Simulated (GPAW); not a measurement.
# Core-hole calculation of the Mg K edge in LiMg (P-6m2), part 2 of 3

What does one-electron theory with a core hole give for the Mg K edge of LiMg (P-6m2)?

GPAW 26.7.0; X-ray absorption from dipole matrix elements to empty bands, plane-wave PAW LDA.

So far. Step 2 (The field without a hole): The mesh shows no gap, so the system is treated as a metal and the core electron is put at the Fermi level (neutral cell). Step 3 (Spectrum without a core hole, Mg atom 1): Main maxima below 24 eV (height): 0.4 eV (0.74), 2.0 eV (0.74), 2.9 eV (0.76), 4.9 eV (0.84), 11.0 eV (1.33) and 14.7 eV (1.35). A K edge sees empty p states on the absorber.

## (5) Spectrum with XCH, Mg atom 1

The holes are 7.4 Å apart. In GPAW the data set carries the hole's charge, so charge=0 means a charged cell and charge=-1 a neutral one. The excited electron is kept in the cell, where it fills the lowest empty states and screens the hole. After the field has converged, empty bands are computed with the density fixed and the dipole matrix elements are summed.

Input file xas.py:

```python
import numpy as np
from ase import Atoms
from ase.parallel import parprint, paropen
from gpaw import GPAW, PW, FermiDirac, Mixer, MixerDif, setup_paths
from gpaw.test import gen
setup_paths.insert(0, '.')
gen('Mg', name='fch1s', xcname='LDA', corehole=(1, 0, 1), write_xml=True)
from gpaw.mpi import world
world.barrier()

atoms = Atoms('Mg8Li8',
    cell=[[-4.66274628, -2.69203782, -5.02546768],
     [4.66274628, 2.69203782, -5.02546768],
     [3.10849752, -5.38407564, 5.02546768]],
    scaled_positions=[[0.58333333, 0.91666667, 0],
     [0.83333333, 0.16666667, 0.5],
     [0.08333333, 0.41666667, 0],
     [0.33333333, 0.66666667, 0.5],
     [0.70833333, 0.54166667, 0.75],
     [0.95833333, 0.79166667, 0.25],
     [0.20833333, 0.04166667, 0.75],
     [0.45833333, 0.29166667, 0.25],
     [0, 0, 0],
     [0.25, 0.25, 0.5],
     [0.5, 0.5, 0],
     [0.75, 0.75, 0.5],
     [0.125, 0.625, 0.75],
     [0.375, 0.875, 0.25],
     [0.625, 0.125, 0.75],
     [0.875, 0.375, 0.25]],
    pbc=True)
atoms.calc = calc = GPAW(legacy_gpaw=True, mode=PW(500), xc='LDA', setups={0: 'fch1s'},
    kpts={'size': (4, 4, 4), 'gamma': True}, occupations=FermiDirac(0.1),
    charge=-1, mixer=Mixer(0.1, 5, 50), maxiter=150,
    convergence={'density': 0.0001}, txt='scf.txt')
energy = atoms.get_potential_energy() + calc.get_reference_energy()
ef = calc.get_fermi_level()
out = dict(energy=energy, fermi=ef, forces=atoms.get_forces().tolist())
parprint(f'all-electron energy {energy:.4f} eV, Fermi level {ef:.4f} eV')
ev = np.array([[calc.get_eigenvalues(k, s) for k in range(len(calc.get_ibz_k_points()))] for s in range(calc.get_number_of_spins())])
out['homo'], out['lumo'], out['counts'] = ev[ev < ef].max(), ev[ev > ef].min(), sorted(set((ev < ef).sum((0, 2)).tolist()))
out['filled'] = (ev[:, 0] < ef).sum(1).tolist()

from ase.units import Ha
from gpaw.xas import dipole_matrix_elements
nb = int(calc.get_number_of_electrons() / 2) + 202
top, nb = nb, nb + 8 + nb // 12
nscf = calc.fixed_density(kpts={'size': (5, 5, 5), 'gamma': True}, nbands=nb,
    convergence={'bands': top, 'eigenstates': 1e-5}, maxiter=60, txt='nscf.txt')
cell = atoms.cell.array
ops = [cell.T @ U.T @ np.linalg.inv(cell.T) for U in nscf.wfs.kd.symmetry.op_scc]
E = np.arange(-6, 34, 0.1)
fwhm = np.interp(E, [4, 25], [0.9, 3.5])
Y, X, zero, highest = 0, 0, 1e9, 1e9
for spin in range(nscf.get_number_of_spins()):
    wfs = nscf.wfs
    A = dipole_matrix_elements(wfs.setups[0])
    eps = np.zeros((wfs.kd.nibzkpts, nb))
    d = np.zeros((3, A.shape[1], wfs.kd.nibzkpts, nb), complex)
    for kpt in wfs.kpt_u:
        if kpt.s == spin and 0 in kpt.P_ani:
            eps[kpt.k] = kpt.eps_n * Ha
            d[:, :, kpt.k] = (kpt.weight * wfs.nspins / 2) ** 0.5 * np.inner(A, kpt.P_ani[0])
    world.sum(eps)
    world.sum(d)
    T = np.einsum('amkn,bmkn->abkn', d, d.conj()).real
    T = sum(np.einsum('ai,ijkn,bj->abkn', R, T, R) for R in ops) / len(ops)
    empty = eps > ef
    zero, highest = min(zero, eps[empty].min()), min(highest, eps[:, top - 1].min())
    lines = [(eps, T, empty)] if spin == 0 else lines + [(eps, T, empty)]
for eps, T, empty in lines:
    f = np.einsum('aakn->akn', T).reshape(3, -1)
    x = eps.ravel() - zero
    w = np.interp(x, E, fwhm) / 2.35482
    g = np.exp(-0.5 * ((E[:, None] - x) / w) ** 2) / (w * (2 * np.pi) ** 0.5)
    Y = Y + (f * empty.ravel()) @ g.T
    X = X + (f * ~empty.ravel()) @ g.T
out.update(E=E.round(2).tolist(), xas=Y.tolist(), xes=X.tolist(), zero=zero, valid=highest - zero, nk=len(eps), nb=nb)
for i in range(0, len(E), 10):
    parprint(f'{E[i]:7.2f}', *(f'{v:10.3e}' for v in Y[:, i]))
import json
with paropen('out.json', 'w') as f:
    json.dump(out, f)
```

The run is started by

```
$ OMP_NUM_THREADS=1 mpirun -n 4 gpaw python xas.py
```

Numbers of over 12 decimals in the logs are rounded to 6 here.

The program printed:

```text
Input parameters:
  charge: -1
  convergence: {density: 0.0001}
  kpts: {gamma: True,
         size: (4, 4, 4)}
  maxiter: 150
  mixer: {backend: pulay,
          beta: 0.1,
          method: separate,
          nmaxold: 5,
          weight: 50}
  mode: {ecut: 500.0,
         name: pw}
  occupations: {fixmagmom: False,
                name: fermi-dirac,
                width: 0.1}
  setups: {0: fch1s}

Initialize ...

[... PAW data sets ...]

Reference energy: -43698.916543  # eV

Spin-paired calculation

[... convergence settings ...]
Symmetries present (total): 2
  [... symmetry matrices ...]

64 k-points: 4 x 4 x 4 Monkhorst-Pack grid + [1/8,1/8,1/8]
24 k-points in the irreducible part of the Brillouin zone
       k-points in crystal coordinates                weights
   0:     0.00000000    0.00000000    0.00000000          1/64
   1:     0.00000000    0.00000000    0.25000000          2/64
   2:     0.00000000    0.00000000    0.50000000          1/64
   3:     0.00000000    0.25000000    0.00000000          4/64
   4:     0.00000000    0.25000000    0.50000000          4/64
   5:     0.00000000    0.50000000    0.25000000          2/64
   6:     0.00000000    0.50000000    0.50000000          2/64
   7:     0.25000000   -0.25000000    0.00000000          2/64
   8:     0.25000000   -0.25000000    0.25000000          4/64
   9:     0.25000000   -0.25000000    0.50000000          2/64
          ...
  23:     0.50000000    0.50000000    0.50000000          1/64

Wave functions: Plane wave expansion
  Cutoff energy: 500.000 eV
  Number of coefficients (min, max): 8514, 8572
  Pulay-stress correction: 0.000000 eV/Ang^3 (de/decut=0.000000)
  Using FFTW library
  Wavefunction extrapolation:
    Improved wavefunction reuse through dual PAW basis

Occupation numbers: Fermi-Dirac:
  width: 0.1000  # eV

Eigensolver
   Davidson(niter=2)

Densities:
  Coarse grid: 42*42*42 grid
  Fine grid: 84*84*84 grid
  Total Charge: 0.000000

Density mixing:
  Method: separate
  Backend: pulay
  Linear mixing parameter: 0.1
  old densities: 5
  Width of damping distribution: 1.1
  Damping of long wavelength oscillations: 50

[... Hamiltonian set-up ...]
Number of atoms: 16
Number of atomic orbitals: 96
Number of bands in calculation: 58
Number of valence electrons: 89
Bands to converge: occupied

... initialized

Initializing position-dependent things.

Density initialized from atomic densities
Creating initial wave functions:
  58 bands from LCAO basis set

              LMg

                Li      Li
           Li     Mg
             Mg      Mg

        Mg    LMg     Li

         Li     Li
                  Mg
             Mg

Atomic positions and initial magnetic moments

Positions:
   0 Mg     1.554249    0.897346   -7.538202    ( 0.0000,  0.0000,  0.0000)
   1 Mg    -1.554249   -4.486730   -2.512734    ( 0.0000,  0.0000,  0.0000)
   2 Mg     1.554249    0.897346   -2.512734    ( 0.0000,  0.0000,  0.0000)
   3 Mg     3.108498   -1.794692   -2.512734    ( 0.0000,  0.0000,  0.0000)
   4 Mg     1.554249   -4.486730   -2.512734    ( 0.0000,  0.0000,  0.0000)
   5 Mg     0.000000   -1.794692   -7.538202    ( 0.0000,  0.0000,  0.0000)
   6 Mg     1.554249   -4.486730    2.512734    ( 0.0000,  0.0000,  0.0000)
[...]
13 Li     3.108498    0.000000   -5.025468    ( 0.0000,  0.0000,  0.0000)
  14 Li    -0.000000   -5.384076    0.000000    ( 0.0000,  0.0000,  0.0000)
  15 Li    -1.554249   -2.692038   -5.025468    ( 0.0000,  0.0000,  0.0000)

Unit cell:
           periodic     x           y           z      points  spacing
  1. axis:    yes   -4.662746   -2.692038   -5.025468    42     0.1506
  2. axis:    yes    4.662746    2.692038   -5.025468    42     0.1506
  3. axis:    yes    3.108498   -5.384076    5.025468    42     0.1480

  Lengths:   7.365025   7.365025   7.994145
  Angles:  115.400946 115.400946  93.946110

Effective grid spacing dv^(1/3) = 0.1656

iter:   1   -45.282851
iter:   2   -42.659461   -0.62  -1.08
iter:   3   -40.720422   -0.77  -1.23
iter:   4   -40.620800   -1.72  -1.54
iter:   5   -40.536237   -2.24  -1.71
iter:   6   -40.537812   -2.47  -1.87
iter:   7   -40.511183c  -3.21  -2.29
iter:   8   -40.509860c  -4.30  -2.86
iter:   9   -40.509270c  -4.84  -3.04
iter:  10   -40.509243c  -5.50  -3.36
iter:  11   -40.509159c  -5.93  -3.50
iter:  12   -40.509162c  -6.68  -3.92
iter:  13   -40.509162c  -7.04  -3.98
iter:  14   -40.509163c  -7.35  -4.12c
iter:  15   -40.509168c  -7.96c -4.36c

Converged after 15 iterations.

Dipole moment: (-0.576026, -0.332569, -0.930504) |e|*Ang

Energy contributions relative to reference atoms: (reference = -43698.916543)

Kinetic:         +5.065828
Potential:       +4.336038
External:        +0.000000
XC:             -49.114529
Entropy (-ST):   -0.246810
Local:           -0.673100
SIC:             +0.000000
--------------------------
Free energy:    -40.632573
Extrapolated:   -40.509168

Showing only first 2 kpts
 Kpt  Band  Eigenvalues  Occupancy
  0    42      0.76871    1.99999
  0    43      0.77754    1.99999
  0    44      1.07597    1.99981
  0    45      1.09695    1.99976

  1    42      1.25108    1.99890
  1    43      1.55419    1.97748
  1    44      1.60291    1.96359
[...]
Fermi level: 2.00168

No gap
No difference between direct/indirect transitions

Forces in eV/Ang:
  0 Mg   -0.00530   -0.00306   -0.00000
  1 Mg   -0.07616    0.14682    0.00000
  2 Mg   -0.02699   -0.01559    0.00000
  3 Mg    0.08907   -0.13937    0.00000
  4 Mg    0.15333   -0.01832    0.00000
  5 Mg    0.06080    0.14195    0.00000
  6 Mg   -0.04668   -0.13538    0.00000
[...]
13 Li   -0.10138    0.04675   -0.14539
 14 Li   -0.01020   -0.11118    0.14539
 15 Li   -0.10138    0.04675    0.14539
Scalar-relativistic atomic LDA calculation for Mg (Magnesium, Z=12)
Core hole in 1s state (1s occupation: 1.0)
450 radial gridpoints.
|------------------------------------------------|
|------------------------------------------------|
[... the atom generator's iteration count ...]

Energy contributions:
-------------------------
Kinetic:     +150.936470
XC:           -12.517816
Potential:   -289.511143
-------------------------
Total:       -151.092490

state      eigenvalue         ekin         rmax
-----------------------------------------------
1s^1.0 :   -50.674449    69.724812        0.084
2s^2.0 :    -4.035788    10.031038        0.518
2p^6.0 :    -2.903993     9.772171        0.430
3s^2.0 :    -0.536168     1.258278        2.050
3p^0.0 :    -0.343172     0.932201        2.381
-----------------------------------------------
(units: Bohr and Hartree)

Generating PAW setup
Kinetic energy of the core from tauc = 69.854286
Cutoffs:
rc(s)=2.060
rc(p)=2.050
rc(d)=1.960
rc(vbar)=2.000
rc(comp)=1.950
rc(nct)=2.060

Kinetic energy of the core states: 69.724812
Charge: 1.0
Core electrons: 1.0
Valence electrons: 10.0
Pseudo-core charge: 0.000000
Shape function alpha=2.630
Pseudo-electron charge 2.585279
state    eigenvalue         norm
--------------------------------
2s(2) :    -4.035788     0.092931
3s(2) :    -0.536168     1.052414
2p(6) :    -2.903993     0.049098
3p(0) :    -0.343172     1.000690
*d    :     0.000000
--------------------------------

Diagonalizing with gridspacing h=0.050

state   all-electron     PAW
-------------------------------
2s:      -4.035788    -4.036322
2p:      -2.903993    -2.904657
*d:                   -0.118527
*f:                   -0.020612
-------------------------------
<dir> UserWarning: Initial realspace grid (40,40,42) inconsistent with symmetries.
  warnings.warn(
<dir> UserWarning: Using symmetrized grid: (42,42,42).

  warnings.warn('Using symmetrized grid: ({},{},{}).\n'.format(*N_c))
<dir> UserWarning: Initial realspace grid (40,40,42) inconsistent with symmetries.
  warnings.warn(
<dir> UserWarning: Initial realspace grid (40,40,42) inconsistent with symmetries.
  warnings.warn(
<dir> UserWarning: Using symmetrized grid: (42,42,42).

  warnings.warn('Using symmetrized grid: ({},{},{}).\n'.format(*N_c))
<dir> UserWarning: Initial realspace grid (40,40,42) inconsistent with symmetries.
  warnings.warn(
<dir> UserWarning: Using symmetrized grid: (42,42,42).

  warnings.warn('Using symmetrized grid: ({},{},{}).\n'.format(*N_c))
<dir> UserWarning: Using symmetrized grid: (42,42,42).

  warnings.warn('Using symmetrized grid: ({},{},{}).\n'.format(*N_c))
all-electron energy -43739.4257 eV, Fermi level 2.0017 eV
[...]
31.00  8.071e-06  8.106e-06  7.181e-06
  32.00  7.523e-06  7.579e-06  7.288e-06
  33.00  6.887e-06  6.922e-06  7.057e-06
```

Run time: 11 min. Hardware: 4 MPI ranks of Arm Neoverse V2, shared host; peak memory 1 GiB; 45 min of CPU time.

The Mg K spectrum, Mg atom 1, excited-electron core hole (neutral cell) (energy from the lowest empty level; intensity scaled to a mean of 1 over the first 20 eV; polarised curves are means over the symmetry-equivalent atoms):

```csv
E (eV),isotropic,ε ⊥ c,ε ∥ c
-2.0,0.00,0.00,0.00
-1.5,0.00,0.00,0.00
-1.0,0.00,0.00,0.01
-0.5,0.08,0.07,0.10
0.0,0.42,0.40,0.46
0.5,0.75,0.78,0.70
1.0,0.85,0.92,0.70
1.5,0.90,0.98,0.74
2.0,0.96,1.01,0.86
2.5,0.98,0.96,1.01
3.0,0.91,0.90,0.94
3.5,0.87,0.89,0.84
4.0,1.01,1.07,0.88
4.5,1.06,1.12,0.94
5.0,1.03,1.05,1.01
5.5,1.04,1.00,1.12
6.0,1.12,1.09,1.17
6.5,1.17,1.17,1.18
7.0,1.21,1.21,1.21
7.5,1.31,1.34,1.24
8.0,1.33,1.36,1.28
8.5,1.28,1.22,1.40
9.0,1.27,1.12,1.56
9.5,1.32,1.12,1.73
10.0,1.36,1.14,1.82
10.5,1.33,1.15,1.69
11.0,1.24,1.17,1.39
11.5,1.16,1.19,1.09
12.0,1.11,1.21,0.91
12.5,1.12,1.23,0.90
13.0,1.13,1.21,0.96
13.5,1.11,1.17,1.01
14.0,1.07,1.12,0.98
14.5,1.02,1.08,0.88
15.0,0.96,1.06,0.74
15.5,0.90,1.03,0.62
16.0,0.84,0.99,0.54
16.5,0.78,0.93,0.49
17.0,0.74,0.87,0.47
17.5,0.69,0.81,0.45
18.0,0.65,0.76,0.43
18.5,0.61,0.71,0.42
19.0,0.59,0.68,0.42
19.5,0.58,0.65,0.44
20.0,0.58,0.63,0.47
20.5,0.59,0.62,0.54
21.0,0.60,0.59,0.62
21.5,0.62,0.57,0.73
22.0,0.64,0.54,0.84
22.5,0.66,0.52,0.93
23.0,0.67,0.50,1.00
23.5,0.67,0.49,1.02
24.0,0.66,0.47,1.02
24.5,0.64,0.47,0.98
25.0,0.62,0.47,0.92
25.5,0.60,0.47,0.86
26.0,0.59,0.49,0.79
26.5,0.59,0.51,0.74
27.0,0.61,0.56,0.71
27.5,0.64,0.61,0.69
28.0,0.68,0.68,0.69
28.5,0.74,0.75,0.70
29.0,0.79,0.82,0.73
29.5,0.84,0.88,0.75
30.0,0.87,0.92,0.78
30.5,0.89,0.93,0.80
31.0,0.89,0.92,0.82
31.5,0.87,0.90,0.83
32.0,0.85,0.86,0.83
```

Main maxima below 24 eV (height): 2.3 eV (0.98), 4.4 eV (1.06), 7.8 eV (1.34), 10.0 eV (1.36) and 23.2 eV (0.67). 

The total-energy difference is 1307.25 eV. One term is added: -12.89 eV, since the hole is spin-paired here and a spin-polarised one costs that much less in the free atom (computed apart). The photon energy is then 1294.36 eV. The tabulated edge of the element is 1303 eV. The functional leaves an error in such absolute values: in the free atom LDA prices this hole 6.5 eV below PBE (computed apart), and PBE is itself good to a few eV.

## (6) Spectrum with FCH, Mg atom 1

The holes are 7.4 Å apart. In GPAW the data set carries the hole's charge, so charge=0 means a charged cell and charge=-1 a neutral one. The excited electron is left out and a uniform background balances the charge. After the field has converged, empty bands are computed with the density fixed and the dipole matrix elements are summed.

Changed against the first core-hole run: core hole to FCH.

Changes to xas.py since step 5:

```diff
@@ -33,3 +33,3 @@
     kpts={'size': (4, 4, 4), 'gamma': True}, occupations=FermiDirac(0.1),
-    charge=-1, mixer=Mixer(0.1, 5, 50), maxiter=150,
+    charge=0, mixer=Mixer(0.1, 5, 50), maxiter=150,
     convergence={'density': 0.0001}, txt='scf.txt')
```

The program printed:

```text
Input parameters:
  convergence: {density: 0.0001}
  kpts: {gamma: True,
         size: (4, 4, 4)}
  maxiter: 150
  mixer: {backend: pulay,
          beta: 0.1,
          method: separate,
          nmaxold: 5,
          weight: 50}
  mode: {ecut: 500.0,
         name: pw}
  occupations: {fixmagmom: False,
                name: fermi-dirac,
                width: 0.1}
  setups: {0: fch1s}

Initialize ...

[...]
warnings.warn('Using symmetrized grid: ({},{},{}).\n'.format(*N_c))
<dir> UserWarning: Initial realspace grid (40,40,42) inconsistent with symmetries.
  warnings.warn(
<dir> UserWarning: Using symmetrized grid: (42,42,42).

  warnings.warn('Using symmetrized grid: ({},{},{}).\n'.format(*N_c))
all-electron energy -43741.4101 eV, Fermi level 1.9491 eV
[...]
32.00  7.606e-06  7.660e-06  7.289e-06
  33.00  6.956e-06  6.995e-06  7.100e-06
[key lines of the parts left out:]
Converged after 14 iterations.
Dipole moment: (-0.562166, -0.324567, -0.924431) |e|*Ang
Free energy:    -42.608678
Fermi level: 1.94906
```

The job ended after 11 min (4 MPI ranks; peak memory 1 GiB; 46 min of CPU time).

```csv
E (eV),first run,this run
-2.0,0.00,0.00
-1.0,0.00,0.00
0.0,0.42,0.41
1.0,0.85,0.84
2.0,0.96,0.95
3.0,0.91,0.94
4.0,1.01,0.97
5.0,1.03,1.04
6.0,1.12,1.09
7.0,1.21,1.19
8.0,1.33,1.34
9.0,1.27,1.26
10.0,1.36,1.36
11.0,1.24,1.27
12.0,1.11,1.12
13.0,1.13,1.12
14.0,1.07,1.08
15.0,0.96,0.97
16.0,0.84,0.85
17.0,0.74,0.75
18.0,0.65,0.66
19.0,0.59,0.59
20.0,0.58,0.58
21.0,0.60,0.60
22.0,0.64,0.63
23.0,0.67,0.66
24.0,0.66,0.66
25.0,0.62,0.62
26.0,0.59,0.59
27.0,0.61,0.60
28.0,0.68,0.67
29.0,0.79,0.77
30.0,0.87,0.86
31.0,0.89,0.89
32.0,0.85,0.86
```

The scaled spectrum changes by 1 % r.m.s. The highest intensity below 16 eV goes from 10.0 eV (1.36) to 10.2 eV (1.36).

The photon energy of the zero moves by -0.03 eV.

## (7) Supercell without a hole, the energy reference

The cell and mesh change for the next run, so it gets a reference energy of its own.

Input file scf.py:

```python
import numpy as np
from ase import Atoms
from ase.parallel import parprint, paropen
from gpaw import GPAW, PW, FermiDirac, Mixer, MixerDif, setup_paths
from gpaw.test import gen
setup_paths.insert(0, '.')
gen('Mg', name='nch1s', xcname='LDA', corehole=(1, 0, 0), write_xml=True)
from gpaw.mpi import world
world.barrier()

atoms = Atoms('Mg2Li2',
    cell=[[1.55424876, -2.69203782, 0],
     [-1.55424876, -2.69203782, 0],
     [0, 0, -10.05093536]],
    scaled_positions=[[0.33333333, 0.33333333, 0.75],
     [0.33333333, 0.33333333, 0.25],
     [0, 0, 0],
     [0, 0, 0.5]],
    pbc=True)
atoms.calc = calc = GPAW(legacy_gpaw=True, mode=PW(500), xc='LDA', setups={0: 'nch1s'},
    kpts={'size': (9, 9, 3), 'gamma': True}, occupations=FermiDirac(0.1),
    charge=0, mixer=Mixer(0.1, 5, 50), maxiter=150,
    convergence={'density': 0.0001}, txt='scf.txt')
energy = atoms.get_potential_energy() + calc.get_reference_energy()
ef = calc.get_fermi_level()
out = dict(energy=energy, fermi=ef, forces=atoms.get_forces().tolist())
parprint(f'all-electron energy {energy:.4f} eV, Fermi level {ef:.4f} eV')
ev = np.array([[calc.get_eigenvalues(k, s) for k in range(len(calc.get_ibz_k_points()))] for s in range(calc.get_number_of_spins())])
out['homo'], out['lumo'], out['counts'] = ev[ev < ef].max(), ev[ev > ef].min(), sorted(set((ev < ef).sum((0, 2)).tolist()))
out['filled'] = (ev[:, 0] < ef).sum(1).tolist()
import json
with paropen('out.json', 'w') as f:
    json.dump(out, f)
```

The run is started by

```
$ OMP_NUM_THREADS=1 mpirun -n 4 gpaw python scf.py
```

The program printed:

```text
Input parameters:
  convergence: {density: 0.0001}
  kpts: {gamma: True,
         size: (9, 9, 3)}
  maxiter: 150
  mixer: {backend: pulay,
          beta: 0.1,
          method: separate,
          nmaxold: 5,
          weight: 50}
  mode: {ecut: 500.0,
         name: pw}
  occupations: {fixmagmom: False,
                name: fermi-dirac,
                width: 0.1}
  setups: {0: nch1s}

Initialize ...

[...]
2s(2) :    -2.913890     0.147237
3s(2) :    -0.175717     1.006311
2p(6) :    -1.717103     0.101380
3p(0) :    -0.050476     0.993759
*d    :     0.000000
--------------------------------

Diagonalizing with gridspacing h=0.050

state   all-electron     PAW
-------------------------------
2s:      -2.913890    -2.914469
2p:      -1.717103    -1.717995
*d:                    0.032132
*f:                    0.068122
-------------------------------
all-electron energy -11261.6834 eV, Fermi level 1.9116 eV
[key lines of the parts left out:]
Converged after 14 iterations.
Dipole moment: (-0.000000, 3.734358, -0.000000) |e|*Ang
Free energy:     -8.036801
Fermi level: 1.91156
```

Elapsed: 7.7 s, on 4 MPI ranks; peak memory 0.19 GiB; 30 s of CPU time.

(Continued in part 3 of 3.)

[Banner, clock and machine lines of the logs are left out without a mark of their own.]

[Logs are printed without paths, hosts, clocks, repeated set-up lines and the standing remarks that a program may print on its own settings, such as how far it seeks lower states.]

[Hosts, paths, dates, database ids (printed as entryN), source tags and the programs' standing remarks are cut or masked in the printed files.]

[Lists of maxima count a maximum above −3 eV only where it reaches 4 % of the highest in the window and stands out from its surroundings by 2 % of it (1.5 % where it reaches 55 %); shoulders and weaker maxima are passed over, and of the rest the first, up to two pre-edge ones and the few strongest are named.]
